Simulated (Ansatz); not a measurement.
# Lattice dynamics of Hf2NF2 monolayer

Aim: the phonons of Hf2NF2 monolayer at a cell relaxed beforehand at this level. After the zone centre comes a 4×4×1 q mesh on a 12×12×1 k mesh.

Main program and level: Ansatz 0.2.0; DFT PBEsol, scalar-relativistic, plane waves, PAW.

## (1) The starting structure

The cell holds 5 atoms: 1 N, 2 Hf and 2 F. Its edges and angles: a = 3.219 Å, b = 3.219 Å, c = 33.200 Å, α = 90.0°, β = 90.0°, γ = 120.0°. Vacuum lies along c.

Structure file:

```cif
data_structure
_symmetry_space_group_name_H-M 'P 1'
_symmetry_Int_Tables_number 1
_cell_length_a 3.2187
_cell_length_b 3.2187
_cell_length_c 33.2000
_cell_angle_alpha 90.000
_cell_angle_beta 90.000
_cell_angle_gamma 120.000
_cell_volume 297.88
loop_
_atom_site_label
_atom_site_type_symbol
_atom_site_fract_x
_atom_site_fract_y
_atom_site_fract_z
_atom_site_occupancy
N1 N 0.00000 0.00000 0.30120 1
Hf2 Hf 0.33333 0.66667 0.33557 1
Hf3 Hf 0.66667 0.33333 0.26684 1
F4 F 0.66667 0.33333 0.37556 1
F5 F 0.33333 0.66667 0.22685 1
```

## (2) Linear response at the zone centre

The cell comes from relaxations at this level that are not shown. The zone centre comes first: it holds the modes that light can see, as far as symmetry allows. No field response is asked, since the mesh shows no gap.

input.yaml

```yaml
crystal:
  lattice:
    - [3.218731327, 0.0, 0.0]
    - [-1.6093656635, 2.7875030971, 0.0]
    - [0.0, 0.0, 33.2]
  atoms:
    - { symbol: "N", position: [0.0, 0.0, 0.3012048193] }
    - { symbol: Hf, position: [0.3333333333, 0.6666666667, 0.3355722146] }
    - { symbol: Hf, position: [0.6666666667, 0.3333333333, 0.2668374239] }
    - { symbol: F, position: [0.6666666667, 0.3333333333, 0.3755645556] }
    - { symbol: F, position: [0.3333333333, 0.6666666667, 0.2268450829] }
  periodic: [true, true, false]
kpoints:
  mp_grid: { grid: [12, 12, 1] }
hamiltonian:
  xc: pbesol
scf:
  occupations: { method: methfessel_paxton, width: 0.15 }
output:
  eigenvalues: true
phonons:
  method: dfpt
```

Run with:

```bash
> ansatz run input.yaml --threads 8 --pin off --max-ram 14336MiB --backend cpu --events-out ev --progress --plain --runs-dir out
```

Numbers of over 12 decimals in the logs are rounded to 6 here.

Output:

```text
Warning: crystal.symmetry: narrowed to the stabiliser of the run's FFT grids — unitary ops 12 → 6. A phonons.method: dfpt run fills in the rows of the dynamical matrix that it does not solve by its symmetry operations, which is exact only for operations that map its FFT grids onto themselves: filled in by any other, the frequencies could depend on the order in which like atoms are typed, or, by more than the grids' own error, on where the crystal sits among the grids' points. Excluded: 6 operations. The run can therefore solve more perturbations, solve them on more k-points, or both, and cost more. [rest of the remark cut]
Engine: ansatz 0.2.0, aarch64-unknown-linux-gnu
Pseudopotentials: kind: paw
Pseudopotential: N, paw, valence charge 5, recommended cutoff 420 eV (normal), N.paw.azcp
Pseudopotential: Hf, paw, valence charge 26, recommended cutoff 420 eV (normal), Hf.paw.azcp
Pseudopotential: F, paw, valence charge 7, recommended cutoff 420 eV (normal), F.paw.azcp
Functional definition: PBEsol
  exchange = pbesol_x
  correlation = pbesol_c
Crystal: 5 atoms, lattice volume = 297.878 Å³
Basis set: ecut = 420 eV, 5931 PW (Γ), exchange–correlation on 48×48×450 points (8 copies of the dense FFT grid, shifted against one another)
Bands: 43, of which v1, the nominal top of the filled ones, is band 36 counted from 1 (35 counted from 0)
Symmetry: 12 space group operations
k-points: 43 of 144 (irreducible under 2 space group operations, time reversal used)
Non-local potential: N, projectors of the file, l = 0: 2, l = 1: 2, l = 2: 1
Non-local potential: Hf, projectors of the file, l = 0: 3, l = 1: 2, l = 2: 2, l = 3: 3
Non-local potential: F, projectors of the file, l = 0: 2, l = 1: 2, l = 2: 1
PAW form: soft (Blöchl's): semilocal exchange-correlation on the pseudo side does not see the compensation charge
PAW frozen core: N, regenerated for the run's functional, and the local potential with it (the file was generated under x = pbe(κ = 0.804, μ = 0.219515), c = pbe(β = 0.066725))
PAW frozen core: Hf, regenerated for the run's functional, and the local potential with it (the file was generated under x = pbe(κ = 0.804, μ = 0.219515), c = pbe(β = 0.066725))
PAW frozen core: F, regenerated for the run's functional, and the local potential with it (the file was generated under x = pbe(κ = 0.804, μ = 0.219515), c = pbe(β = 0.066725))
PAW one-centre angular grid: N, 110 points (default); XC on 64 Gauss nodes
PAW one-centre angular grid: Hf, 590 points (default); XC on 64 Gauss nodes
PAW one-centre angular grid: F, 110 points (default); XC on 64 Gauss nodes
Initial density: superposition of atomic densities (neutral atoms: chi_scale 0, normalization atom), corrected by the library's trained network
Initial wavefunctions: pseudopotential atomic-orbital guess
Functional: x = pbesol(κ = 0.804, μ = 0.123457), c = pbesol(β = 0.046)
SCF iter   1: F=—  HF=-33181.720333 eV  |F-HF|=—  |Δ(HF+E_count)|=         —  Δρ=4.19e-3  dr2=3.39e-2  ethr=1.77e-3  ⟨swp⟩=10.3  Hψ=10911  notcnv=0
preconditioner: auto → LDOS  [metal: Δε(μ)=0.067 eV  Ē_g=18.136 eV  σ=0.150 eV  W_gap=0.36  n_scr=22 (ndim 8)  ℏωp=17.6 eV  f_vac=0.784  D(μ)=2.10/eV (n_scr^D=10)  β→1.0]
SCF iter   2: F=—  HF=-33181.717642 eV  |F-HF|=—  |Δ(HF+E_count)|=   2.69e-3  S|Δr|=    0.00e0  Δρ=2.32e-3  dr2=9.84e-3  ethr=4.77e-5  ⟨swp⟩=4.0  Hψ=5532  notcnv=0  defer=23
SCF iter   3: F=—  HF=-33181.715249 eV  |F-HF|=—  |Δ(HF+E_count)|=   2.39e-3  S|Δr|=    0.00e0  Δρ=4.47e-4  dr2=3.31e-4  ethr=1.39e-5  ⟨swp⟩=3.0  Hψ=3645  notcnv=0  defer=23
SCF iter   4: F=—  HF=-33181.715217 eV  |F-HF|=—  |Δ(HF+E_count)|=   3.23e-5  S|Δr|=    0.00e0  Δρ=1.24e-4  dr2=4.30e-5  ethr=4.66e-7  ⟨swp⟩=3.7  Hψ=4822  notcnv=0  defer=23
SCF iter   5: F=—  HF=-33181.715173 eV  |F-HF|=—  |Δ(HF+E_count)|=   4.37e-5  S|Δr|=    0.00e0  Δρ=3.65e-5  dr2=2.65e-6  ethr=6.05e-8  ⟨swp⟩=3.4  Hψ=4754  notcnv=0  defer=23
SCF iter   6: F=—  HF=-33181.714993 eV  |F-HF|=—  |Δ(HF+E_count)|=   1.81e-4  S|Δr|=    0.00e0  Δρ=1.42e-5  dr2=4.77e-7  ethr=3.73e-9  ⟨swp⟩=3.6  Hψ=4650  notcnv=0  defer=23
SCF iter   7: F=—  HF=-33181.714993 eV  |F-HF|=—  |Δ(HF+E_count)|=   3.55e-7  S|Δr|=    0.00e0  Δρ=3.62e-6  dr2=4.59e-8  ethr=6.72e-10  ⟨swp⟩=2.9  Hψ=4071  notcnv=0  defer=20
SCF iter   8: F=—  HF=-33181.714993 eV  |F-HF|=—  |Δ(HF+E_count)|=   5.02e-8  S|Δr|=    0.00e0  Δρ=1.17e-6  dr2=2.73e-9  ethr=6.47e-11  ⟨swp⟩=3.8  Hψ=4957  notcnv=0  defer=18
SCF iter   9: F=—  HF=-33181.714993 eV  |F-HF|=—  |Δ(HF+E_count)|=   5.53e-8  S|Δr|=    0.00e0  Δρ=2.57e-7  dr2=2.66e-10  ethr=3.84e-12  ⟨swp⟩=3.4  Hψ=4325  notcnv=0  defer=18
SCF iter  10: F=—  HF=-33181.714993 eV  |F-HF|=—  |Δ(HF+E_count)|=  3.13e-10  S|Δr|=    0.00e0  Δρ=7.19e-8  dr2=1.62e-11  ethr=1.00e-12  ⟨swp⟩=3.1  Hψ=3309  notcnv=0  defer=17
SCF iter  11: F=-33181.714993 eV  HF=-33181.714993 eV  |F-HF|=1.02e-10  |Δ(HF+E_count)|=  1.02e-10  S|Δr|=    0.00e0  Δρ=3.03e-8  dr2=1.86e-12  ethr=1.00e-12  ⟨swp⟩=24.9  Hψ=18540  notcnv=0
SCF 1 converged in 11 iterations: F = -33181.714993 eV  dr2 = 1.86e-12
  greatest PAW one-centre occupation: 0.998 electrons in one spin orbital (limit 2), on the Hf atom at site 2 (counted from 0), in its partial waves of l = 3
DFPT response loops at Γ: preconditioner auto → none (partly filled bands, converged f_vac=0.786); β = 0.50; Broyden in place of MSR1
SCF converged after 11 iterations
Stability not checked: this state was not tested for a lower state beside it, because cold or Methfessel-Paxton smearing, or corrected tetrahedra, fill the levels in a way that the test cannot read (fill_not_monotonic; see scf.lower_state_search)
Free energy (F): -33181.714993 eV
Harris-Foulkes:  -33181.714993 eV  (|F-HF|=1.02e-10)
Internal energy: -33181.711219 eV  (E = F + TS)
E sigma→0 (E₀):  -33181.714050 eV
Entropy (-TS):   -0.003774 eV (-0.755 meV/atom)
Fermi energy:    -3.142693 eV
--- Per-component energies (eV) ---
  E_band       = -1502.588494
  E_kinetic    = 1398.164233
  E_local      = -343625.587713  (includes V_loc(G=0)·N_el)
  E_nonlocal   = -2283.992349
  E_hartree    = 170564.854944
  E_xc         = -814.092930
  E_vxc        = -813.785888  (∫ρ·V_xc dr)
  E_paw        = -14122.759766  (= ΣΔE_a)
  E_vpaw       = 2692.899118  (= ΣTr[D̂ρ^β])
  E_aug_tail   = 0.004168  (compensation charges beyond the density's cutoff)
  E_ewald      = 155699.083028
  E_core_change = 2.615167  (= ΣΔE_core)
  E_smearing   = -0.003774  (= −TS)
  E_closure    = 0.000000  (closes the sum)
  Σ components = -33181.714993   (vs F -33181.714993, Δ=0.00e0)
--- Band table (eV; the first three rows and the last of 43) ---
  k-point 0: bands = [... 32 lower, -9.0315, -9.0315, -3.7169, -3.7169, -3.1188, -2.7534, -2.2607, -0.8549 (-0.8550°), ... 3 higher]
  k-point 1: bands = [... 32 lower, -9.2131, -9.0664, -4.0626, -3.5525, -2.9058, -2.7090, -1.9227, -1.2924 (-1.2923°), ... 3 higher]
  k-point 2: bands = [... 32 lower, -9.4317, -9.1350, -4.6975, -3.0809, -2.8752, -2.1662, -1.6587, -1.0465 (-1.0465°), ... 3 higher]
  k-point 42: bands = [... 32 lower, -9.6934, -9.2750, -4.4060, -3.9785, -1.1242, -0.8161, -0.4630, 0.4790, ... 3 higher]
  ° read free of the cell's end (the report's vacuum.weakly_bound_levels)
--- Phonons (Γ-DFPT): 10 representative perturbations + reference, on 43 of 144 k-points (Σ response iterations 47) ---
  ASR residual: 4.639e-5 → 0.000e0 eV/Å²; symmetrization residual: 5.579e-6 eV/Å²
  The last average, over the group as it would stand without the narrowing to the FFT grids, took up to 3.287e-6 eV/Å² of the zone centre's force constants
  ASR residual per site (eV/Å²): 3.70e-6 1.29e-5 2.45e-5 4.64e-5 4.54e-5
  Γ frequencies (cm⁻¹): 0.00 0.00 0.00 127.76 127.76 182.67 231.50 231.50 238.74 238.74 388.43 405.74 495.42 653.49 653.49
  non-analytic LO–TO correction: not included (Born effective charges unavailable; polar crystals: no LO–TO splitting at Γ)
```

Elapsed: 88 s, on 8 threads of Arm Neoverse V2, shared host; peak memory 2.2 GiB.

Numbers from this step:

```yaml
gap_on_the_k_mesh: 0 eV
sum_rule_residual_before_enforcement: 4.64e-5 eV/Å²
point_group: -3m
area_per_atom: 1.794 Å²
highest_optical_mode_at_the_zone_centre_no_lo_to_term: 653.5 cm⁻¹
lowest_optical_zone_centre_mode: 127.8 cm⁻¹
```

Patterns of degenerate modes are one choice out of their space. Modes at Γ, with each element's share of the kinetic energy:

```tsv
mode	frequency (cm⁻¹)	symmetry	N %	Hf %	F %
1	0.0	acoustic	3	87	9
2	0.0	acoustic	3	87	9
3	0.0	acoustic	3	87	9
4	127.8	Eg	0	92	8
5	127.8	Eg	0	92	8
6	182.7	A1g	0	85	15
7	231.5	Eg	0	8	92
8	231.5	Eg	0	8	92
9	238.7	Eu	0	9	91
10	238.7	Eu	0	9	91
11	388.4	A2u	4	7	89
12	405.7	A1g	0	15	85
13	495.4	A2u	93	6	2
14	653.5	Eu	96	4	0
15	653.5	Eu	96	4	0
```

Displacements in mode 4 (127.8 cm⁻¹), the largest set to 1:
```
N1   0.00  0.00  0.00
Hf2  0.03 -1.00  0.00
Hf3 -0.03  1.00  0.00
F4   0.02 -0.92  0.00
F5  -0.02  0.92  0.00
```

Displacements in mode 13 (495.4 cm⁻¹), the largest set to 1:
```
N1   0.00  0.00  1.00
Hf2  0.00  0.00 -0.05
Hf3  0.00  0.00 -0.05
F4   0.00  0.00  0.08
F5   0.00  0.00  0.08
```

Before it was imposed, the acoustic sum rule was missed by 4.6e-5 eV/Å². Small misses are needed for a sound result but don't prove that mesh and cutoff are converged. The lowest optical mode is real, 128 cm⁻¹.

## (3) The dispersion

Stability and thermal properties need the whole zone. Linear response on a 4×4×1 q mesh gives force constants as far as a supercell of that size would.

Changes to input.yaml since step 2:

```diff
@@ -22 +22,10 @@
   method: dfpt
+  qmesh: [4, 4, 1]
+  temperatures: { t_max: 1000, t_step: 50 }
+  qpath:
+    path:
+      - [0.0, 0.0, 0.0]
+      - [0.5, 0.0, 0.0]
+      - [0.33333333, 0.33333333, 0.0]
+      - [0.0, 0.0, 0.0]
+    npoints: 10
```

Output:

```text
[...]
Crystal: 5 atoms, lattice volume = 297.878 Å³
Basis set: ecut = 420 eV, 5931 PW (Γ), exchange–correlation on 48×48×450 points (8 copies of the dense FFT grid, shifted against one another)
Bands: 43, of which v1, the nominal top of the filled ones, is band 36 counted from 1 (35 counted from 0)
Symmetry: 12 space group operations
k-points: 19 of 144 (irreducible under 6 space group operations, time reversal used)
[...]
SCF iter   1: F=—  HF=-33181.720134 eV  |F-HF|=—  |Δ(HF+E_count)|=         —  Δρ=4.16e-3  dr2=3.35e-2  ethr=1.77e-3  ⟨swp⟩=10.1  Hψ=4753  notcnv=0
[...]
SCF iter  10: F=-33181.714993 eV  HF=-33181.714993 eV  |F-HF|=1.46e-11  |Δ(HF+E_count)|=  3.06e-10  S|Δr|=    0.00e0  Δρ=6.29e-8  dr2=8.15e-12  ethr=1.00e-12  ⟨swp⟩=23.4  Hψ=9352  notcnv=0
SCF 1 converged in 10 iterations: F = -33181.714993 eV  dr2 = 8.15e-12
[...]
phonons: the bands overlap, so this run is a metal and interpolates without the dipole-dipole term. If the crystal is really an insulator or semiconductor, its LO-TO splitting is missing
NSCF: frozen V_eff on 19 k-points
WARN: eigensolver did not converge (k=2): 1 band(s) unlocked after 3 eigensolves, warm-restarted (20 sweeps on the last) at ethr=1.66e-12 eV (storage-precision floor; scheduled 1.00e-12 eV) (lowest unlocked band 42, counted from 0; max residual 7.64e-5 eV among the unlocked bands, 7.64e-5 eV over every band; other slots of this pass that fall short are told together in one closing line; warning suppressed until the next SCF loop or pass starts)
[...]
DFPT response loops at q = (0, 0, 0) (fractional): preconditioner auto → none (partly filled bands, converged f_vac=0.786); β = 0.50; Broyden in place of MSR1
[...]
SCF converged after 10 iterations
[...]
Free energy (F): -33181.714993 eV
[...]
Internal energy: -33181.711219 eV  (E = F + TS)
E sigma→0 (E₀):  -33181.714050 eV
Entropy (-TS):   -0.003774 eV (-0.755 meV/atom)
Fermi energy:    -3.142698 eV
[...]
--- Band table (eV; the first three rows and the last of 19) ---
  k-point 0: bands = [... 32 lower, -9.0315, -9.0315, -3.7169, -3.7169, -3.1188, -2.7534, -2.2607, -0.8549 (-0.8550°), ... 3 higher]
  k-point 1: bands = [... 32 lower, -9.2131, -9.0664, -4.0626, -3.5525, -2.9058, -2.7090, -1.9227, -1.2924 (-1.2923°), ... 3 higher]
  k-point 2: bands = [... 32 lower, -9.4317, -9.1350, -4.6975, -3.0809, -2.8753, -2.1662, -1.6587, -1.0465 (-1.0465°), ... 3 higher]
  k-point 18: bands = [... 32 lower, -9.8794, -9.2588, -3.3697, -3.2036, -3.2036, -0.7607, 0.1188, 0.1188, ... 3 higher]
  ° read free of the cell's end (the report's vacuum.weakly_bound_levels)
--- Phonons (Γ-DFPT): 10 representative perturbations + reference (Σ response iterations 47) ---
  ASR residual: 1.154e-4 → 0.000e0 eV/Å²; symmetrization residual: 4.824e-6 eV/Å²
[...]
ASR residual per site (eV/Å²): 1.15e-4 3.42e-5 3.39e-5 5.88e-5 5.94e-5
[...]
--- Phonons (arbitrary-q DFPT): 4 irreducible q on the 4×4×1 mesh ---
  q = [0.0000, 0.0000, 0.0000] (star 1, of the zone-centre solve; hermiticity 3.80e-7, symmetrization 1.17e-11, taken by the last average 2.02e-8): -0.00 -0.00 0.00 127.76 127.76 182.67 231.50 231.50 238.74 238.74 388.43 405.74 495.42 653.49 653.49
  q = [0.0000, 0.2500, 0.0000] (star 6, 15 solved perturbations on 78 of 144 k-point pairs; hermiticity 4.23e-7, symmetrization 4.92e-11, taken by the last average 1.71e-7): 57.83 67.96 98.82 121.36 124.31 178.88 225.31 234.02 234.43 236.10 356.91 362.08 502.28 631.40 638.99
[...]
q = [0.2500, 0.2500, 0.0000] (star 6, 10 solved perturbations in 1110 linear systems a pass and spin channel, the states on 144 of 144 k-point pairs; hermiticity 1.42e-7, symmetrization 1.05e-10, taken by the last average 6.49e-7): 58.21 82.42 89.98 119.69 131.98 163.74 212.34 217.18 231.48 239.74 336.95 338.41 508.49 580.32 633.12
  sum rule: each row above includes the acoustic sum rule's correction from the zone centre's row sums; it moved no ω² by more than (1.50 cm⁻¹)²
  mesh force constants: q→R imaginary residual 5.70e-18; ASR residual 1.154e-4 → 0.000e0 eV/Å²; symmetrization residual 1.776e-14 eV/Å²
  interpolated dispersion: 31 rows × 15 modes
  density of states and harmonic sums: on the 24×24×1 q-mesh, interpolated from the force constants of a 4×4×1 supercell (no non-analytic term)
  largest difference from the sums on the solved wave vectors: F 3.57e-2 eV, S 4.69e-5 and C_V 1.12e-5 eV/K
  zero-point energy: 0.250208 eV/cell   skipped modes (ω ≤ 0): 7, of them read as no rigid motion or as one in doubt: 4 (5.208e-2 modes/cell left out, lowest -7.91 cm⁻¹)   left out of the sums: 3.82e-3 of the cell's modes: C_V's classical limit lies that fraction below 3 k_B per atom; for a crystal, a wire or a layer, F and S can be off by more, and a phonons.interpolated_qmesh denser along its periods is the remedy for the sampling
```

The job ended after 10 min (8 threads; peak memory 4.4 GiB; 80 min of CPU time).

Numbers from this step:

* sum-rule residual before enforcement: 1.15e-4 eV/Å²
* lowest frequency on the path: -6.993 cm⁻¹
* highest frequency on the path or at a solved wavevector: 653.5 cm⁻¹
* lowest mode on the q mesh (acoustic modes at Γ apart): 57.83 cm⁻¹

Frequencies (cm⁻¹) solved at each irreducible wavevector; negative means imaginary. Frequencies by wavevector, by row:

```tsv
q in reciprocal lattice units	star	mode 1	mode 2	mode 3	mode 4	mode 13	mode 14	mode 15
0 0 0	1	0	0	0	127.8	495.4	653.5	653.5
0 0.25 0	6	57.8	68	98.8	121.4	502.3	631.4	639
0 -0.5 0	3	94.6	106.5	121.7	141.8	510.3	606.3	640.5
0.25 0.25 0	6	58.2	82.4	90	119.7	508.5	580.3	633.1
```

Interpolated from a 4×4×1 q mesh. The phonon branches at the labelled points (cm⁻¹):

```tsv
point	branch 1	branch 2	branch 3	branch 4	branch 12	branch 13	branch 14	branch 15
Γ	0	0	0	128	406	495	654	654
halfway	58	68	99	121	362	502	631	639
M	95	106	122	142	348	510	606	640
halfway	82	87	107	129	340	508	590	628
K	68	71	71	107	333	509	594	594
halfway	63	74	81	116	354	504	612	645
Γ	0	0	0	128	406	495	654	654
```

(Continued in part 2 of 2.)

[Logs are printed without paths, hosts, clocks, repeated set-up lines and the standing remarks that a program may print on its own settings, such as how far it seeks lower states.]

[Hosts, paths, dates, database ids (printed as entryN), source tags and the programs' standing remarks are cut or masked in the printed files.]
